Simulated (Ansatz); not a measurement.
# LiGeF3 (model cell, started as cubic perovskite with Ge in the octahedra): from the cell to its phonons, part 2 of 3

Aim: the vibrations of LiGeF3 (model cell, started as cubic perovskite with Ge in the octahedra), their spectra, and whether the structure is stable.

Ansatz 0.2.0; DFT r2SCAN, scalar-relativistic, plane waves, PAW; PAW set soft_1.

So far. Step 3 (Tight relaxation, k-mesh 8×8×8): The forces vanish by symmetry and the pressure is 0.004 GPa, within the tolerances set. The cell now holds 16.35 Å³/atom. The relaxed cell has a = 4.340 Å (conventional setting).

The structure was built from a prototype and need not be the compound's stable phase.

## Step 5: Tight relaxation, k-mesh 12×12×12

The k mesh is raised to 12×12×12 since a zone-centre run on the first mesh warned that it was too coarse for the force constants, and the cell is relaxed again on it.

File input.yaml:

```yaml
crystal:
  lattice:
    - [4.3400973773, 0.0, 0.0]
    - [0.0, 4.3400973773, 0.0]
    - [0.0, 0.0, 4.3400973773]
  atoms:
    - { symbol: Li, position: [0.0, 0.0, 0.0] }
    - { symbol: Ge, position: [0.5, 0.5, 0.5] }
    - { symbol: F, position: [0.5, 0.5, 0.0] }
    - { symbol: F, position: [0.5, 0.0, 0.5] }
    - { symbol: F, position: [0.0, 0.5, 0.5] }
kpoints:
  mp_grid: { grid: [12, 12, 12] }
hamiltonian:
  xc: r2scan
  pseudopotentials: { kind: paw, azcp: { folder: soft_1 } }
scf:
  occupations: { method: fixed }
output:
  forces: true
  stress: true
  eigenvalues: true
relax:
  adjacent_minimum: "off"
  f_tol: 0.001
  max_steps: 60
  cell: { stress_tol: 0.01 }
```

Started as:

```bash
ansatz run input.yaml --threads 8 --pin off --max-ram 16384MiB --backend cpu --events-out ev --progress --plain --runs-dir out
```

Numbers of over 12 decimals in the logs are rounded to 6 here.

The program printed:

```text
[...]
Crystal: 5 atoms, lattice volume = 81.752 Å³
Basis set: ecut = 500 eV, 2103 PW (Γ), exchange–correlation on 128×128×128 points (64 copies of the dense FFT grid, shifted against one another)
Bands: 24, of which v1, the nominal top of the filled ones, is band 19 counted from 1 (18 counted from 0)
Symmetry: 48 space group operations
[...]
k-points: 84 of 1728
[...]
cell:  # Å, volume = 81.7520 Å³
    - [4.3400973773, 0.0, 0.0]
    - [0.0, 4.3400973773, 0.0]
    - [0.0, 0.0, 4.3400973773]
  atoms:
    - { symbol: Li, position: [0.0, 0.0, 0.0] }
    - { symbol: Ge, position: [0.500000, 0.500000, 0.500000] }
    - { symbol: F, position: [0.500000, 0.500000, 0.0] }
    - { symbol: F, position: [0.500000, 0.0, 0.500000] }
    - { symbol: F, position: [0.0, 0.500000, 0.500000] }
[key lines of the parts left out:]
SCF converged after 6 iterations
Free energy (F): -6938.892157 eV
Fermi energy:    4.737985 eV
P = ⅓ Tr σ = 0.0014 GPa (0.014 kbar)
```

Wall time 4.5 s (8 threads of AMD EPYC 7B13 (Zen 3), shared host); peak memory 0.75 GiB.

Little changed from the start: no atom moved by 0.005 Å and no cell edge by 0.1 %.

Numbers from this step:

```yaml
pressure: 0.001354 GPa
```

The forces vanish by symmetry and the pressure is 0.001 GPa, within the tolerances set. The cell now holds 16.35 Å³/atom.

## Step 6: Linear response at the zone centre

The zone centre comes first: it holds the modes that light can see, as far as symmetry allows. The response to a homogeneous field gives the Born charges and the dielectric tensor.

input.yaml: that of step 5 with these lines changed.

```diff
@@ -19,9 +19,6 @@
 output:
-  forces: true
-  stress: true
   eigenvalues: true
-relax:
-  adjacent_minimum: "off"
-  f_tol: 0.001
-  max_steps: 60
-  cell: { stress_tol: 0.01 }
+phonons:
+  method: dfpt
+  dielectric: true
+  rigid_motions: translations
```

The program printed:

```text
[...]
Crystal: 5 atoms, lattice volume = 81.752 Å³
Basis set: ecut = 500 eV, 2103 PW (Γ), exchange–correlation on 320×320×320 points (1000 copies of the dense FFT grid, shifted against one another)
Bands: 24, of which v1, the nominal top of the filled ones, is band 19 counted from 1 (18 counted from 0)
Symmetry: 48 space group operations
k-points: 518 of 1728 (irreducible under 2 space group operations, time reversal used)
[...]
SCF iter   1: F=—  HF=-6940.836441 eV  |F-HF|=—  |Δ(HF+E_count)|=         —  Δρ=7.38e-2  dr2=4.75e0  dr2_τ=2.86e-2  ethr=3.10e-3  ⟨swp⟩=4.8  Hψ=51941  notcnv=0  defer=1410
[...]
SCF iter  12: F=-6938.892172 eV  HF=-6938.892172 eV  |F-HF|=3.27e-11  |Δ(HF+E_count)|=  8.73e-11  Δρ=1.84e-7  dr2=1.92e-11  dr2_τ=9.81e-13  ethr=1.00e-12  ⟨swp⟩=11.8  Hψ=68633  notcnv=0
SCF 1 converged in 12 iterations: F = -6938.892172 eV  dr2 = 1.92e-11
[...]
Bands: 20, of which v1, the nominal top of the filled ones, is band 19 counted from 1 (18 counted from 0)
k-points: 56 of 1728
[...]
Eigensolver: Dense (56 Hₖ)
SCF iter   1: F=—  HF=-6938.886976 eV  |F-HF|=—  |Δ(HF+E_count)|=         —  Δρ=1.20e-4  dr2=1.54e-6  dr2_τ=5.15e-6  ethr=1.00e-1
[...]
SCF iter   4: F=-6938.886977 eV  HF=-6938.886977 eV  |F-HF|=4.60e-9  |Δ(HF+E_count)|=   7.84e-7  Δρ=2.84e-6  dr2=2.37e-9  dr2_τ=5.01e-10  ethr=3.25e-10
SCF 1 converged in 4 iterations: F = -6938.886977 eV  dr2 = 2.37e-9
[...]
SCF converged after 12 iterations
Free energy (F): -6938.892172 eV
[...]
Internal energy: -6938.892172 eV  (E = F + TS)
E sigma→0 (E₀):  -6938.892172 eV
Fermi energy:    4.737982 eV
[...]
--- Band table (eV; the first three rows and the last of 518) ---
  k-point 0: bands = [... 15 lower, -1.3184, -1.3075, -1.3075, -1.3075, 6.1644, 10.2633, 10.2633, 10.2633, ... 1 higher]
  k-point 1: bands = [... 15 lower, -1.3143, -1.3106, -1.3106, -1.0403, 6.2176, 10.0035, 10.2681, 10.2681, ... 1 higher]
  k-point 2: bands = [... 15 lower, -1.3329, -1.3091, -1.3091, -0.4561, 6.3645, 9.4397, 10.2841, 10.2841, ... 1 higher]
  k-point 517: bands = [... 15 lower, -0.8871, -0.8871, -0.8871, 4.7380, 6.9069, 6.9069, 6.9069, 8.6974, ... 1 higher]
[...]
ASR residual: 2.345e-4 → 0.000e0 eV/Å²; symmetrization residual: 4.540e-6 eV/Å²
  ASR residual per site (eV/Å²): 2.35e-4 4.54e-5 1.05e-4 1.05e-4 1.05e-4
[...]
ε∞ (high-frequency dielectric tensor):
        3.424750    -0.000000     0.000000
       -0.000000     3.424750     0.000000
        0.000000     0.000000     3.424750
[...]
Born effective charges Z* (e; rows j = field, columns β = displacement):
    site 0:
         1.24126   -0.00000    0.00000
         0.00000    1.24126   -0.00000
        -0.00000    0.00000    1.24126
    site 1:
         3.77829    0.00000    0.00000
         0.00000    3.77829    0.00000
        -0.00000    0.00000    3.77829
    site 2:
        -0.39021   -0.00000   -0.00000
         0.00000   -0.39021   -0.00000
        -0.00000    0.00000   -4.23914
    site 3:
        -0.39021    0.00000    0.00000
         0.00000   -4.23914   -0.00000
         0.00000    0.00000   -0.39021
    site 4:
        -4.23914   -0.00000    0.00000
        -0.00000   -0.39021   -0.00000
        -0.00000    0.00000   -0.39021
  Z* charge neutrality: 9.204e-4 e pre-enforcement
[...]
optical modes at Γ without the LO–TO term, one row a degenerate level:
      ω (cm⁻¹)  modes    IR ((D/Å)²/amu)
       -308.10      3            54.3301
       -216.47      3            37.7433
        -83.78      3             0.0000
        155.43      3             3.4722
  optical modes at Γ + LO–TO along q̂ = [1.0000, 0.0000, 0.0000]:
      ω (cm⁻¹)  modes    IR ((D/Å)²/amu)
       -308.10      2            36.2201
       -263.16      1             0.3270
       -216.47      2            25.1622
        -83.78      3             0.0000
        137.41      1             0.3759
        155.43      2             2.3148
        418.77      1            31.1456
  optical modes at Γ + LO–TO along q̂ = [0.0000, 1.0000, 0.0000]:
      ω (cm⁻¹)  modes    IR ((D/Å)²/amu)
       -308.10      2            36.2201
       -263.16      1             0.3270
       -216.47      2            25.1622
        -83.78      3             0.0000
        137.41      1             0.3759
        155.43      2             2.3148
        418.77      1            31.1456
  optical modes at Γ + LO–TO along q̂ = [0.0000, 0.0000, 1.0000]:
      ω (cm⁻¹)  modes    IR ((D/Å)²/amu)
       -308.10      2            36.2201
       -263.16      1             0.3270
       -216.47      2            25.1622
        -83.78      3             0.0000
        137.41      1             0.3759
        155.43      2             2.3148
        418.77      1            31.1456
```

The job ended after 3.5 min (8 threads; peak memory 11 GiB; 26 min of CPU time).

In the SCF lines HF is the Harris–Foulkes energy and dr2 the Hartree energy of the density residual, in eV; the loop may stop once dr2 is under the threshold and the program's other checks hold. Hψ counts applications of the Hamiltonian.

Numbers from this step:

```yaml
sum_rule_residual_before_enforcement: 2.35e-4 eV/Å²
miss_of_the_charge_sum_rule: 9.20e-4 e
estimated_error_of_the_dielectric_tensor: 0.008907
estimated_error_of_the_born_charges: 0.01767 e
lowest_optical_zone_centre_mode: -308.1 cm⁻¹
mean_high_frequency_dielectric_constant: 3.425
top_of_the_zone_centre_spectrum_with_the_field: 418.8 cm⁻¹
```

Without the LO-TO term. Patterns of degenerate modes are one choice out of their space. Modes at Γ, with each element's share of the kinetic energy (negative means imaginary):

| mode | frequency (cm⁻¹) | symmetry | Li % | Ge % | F % |
| --- | --- | --- | --- | --- | --- |
| 1 | -308.1 | T1u | 1 | 5 | 94 |
| 2 | -308.1 | T1u | 1 | 5 | 94 |
| 3 | -308.1 | T1u | 1 | 5 | 94 |
| 4 | -216.5 | T1u | 77 | 2 | 21 |
| 5 | -216.5 | T1u | 77 | 2 | 21 |
| 6 | -216.5 | T1u | 77 | 2 | 21 |
| 7 | -83.8 | T2u | 0 | 0 | 100 |
| 8 | -83.8 | T2u | 0 | 0 | 100 |
| 9 | -83.8 | T2u | 0 | 0 | 100 |
| 10 | 0.0 | acoustic | 5 | 53 | 42 |
| 11 | 0.0 | acoustic | 5 | 53 | 42 |
| 12 | 0.0 | acoustic | 5 | 53 | 42 |
| 13 | 155.4 | T1u | 17 | 40 | 44 |
| 14 | 155.4 | T1u | 17 | 40 | 44 |
| 15 | 155.4 | T1u | 17 | 40 | 44 |

Displacements in mode 2 (-308.1 cm⁻¹), the largest set to 1:
```
Li1  0.00  0.07  0.18
Ge2  0.00 -0.05 -0.13
F3   0.00 -0.10  1.00
F4   0.00  0.36 -0.28
F5   0.00 -0.10 -0.28
```

Displacements in mode 13 (155.4 cm⁻¹), the largest set to 1:
```
Li1 -0.04  0.63 -1.00
Ge2  0.02 -0.30  0.48
F3  -0.03  0.44 -0.08
F4  -0.03  0.05 -0.69
F5   0.00  0.44 -0.69
```

Optical modes at the zone centre, without and with the macroscopic field of the longitudinal modes; each column is sorted by frequency, so a row need not hold one and the same mode. Modes with and without the field, by row:

| rank among optical modes | no field (cm⁻¹) | q along (1, 0, 0) (cm⁻¹) |
| --- | --- | --- |
| 1 | -308.1 | -308.1 |
| 2 | -308.1 | -308.1 |
| 3 | -308.1 | -263.2 |
| 4 | -216.5 | -216.5 |
| 5 | -216.5 | -216.5 |
| 6 | -216.5 | -83.8 |
| 7 | -83.8 | -83.8 |
| 8 | -83.8 | -83.8 |
| 9 | -83.8 | 137.4 |
| 10 | 155.4 | 155.4 |
| 11 | 155.4 | 155.4 |
| 12 | 155.4 | 418.8 |

Born charge (rows field, columns displacement) (e), principal values of the symmetric part by kind of site:

| atom | atoms with these values | low | middle | high | mean |
| --- | --- | --- | --- | --- | --- |
| Li1 | 1 | 1.24 | 1.24 | 1.24 | 1.24 |
| Ge2 | 1 | 3.78 | 3.78 | 3.78 | 3.78 |
| F3 | 3 | -4.24 | -0.39 | -0.39 | -1.67 |

In full for F3:

```
-0.39  0.00  0.00
 0.00 -0.39  0.00
 0.00  0.00 -4.24
```

High-frequency dielectric tensor:

```
3.42 0.00 0.00
0.00 3.42 0.00
0.00 0.00 3.42
```

Transverse modes; imaginary modes are left out. Infrared lines, with heights relative to the strongest:

| position (cm⁻¹) | label | relative intensity |
| --- | --- | --- |
| 155 | T1u | 100 |

Before it was imposed, the acoustic sum rule was missed by 2.3e-4 eV/Å² and the charge sum rule by 9.2e-4 e. Small misses are needed for a sound result but don't prove that mesh and cutoff are converged. Against the first mesh the highest mode moved by +0.1 cm⁻¹. The lowest optical mode is imaginary, 308.1i cm⁻¹, so the energy falls along it.

(Continued in part 3 of 3.)

[Logs are printed without paths, hosts, clocks, repeated set-up lines and the standing remarks that a program may print on its own settings, such as how far it seeks lower states.]

[Hosts, paths, dates, database ids (printed as entryN), source tags and the programs' standing remarks are cut or masked in the printed files.]
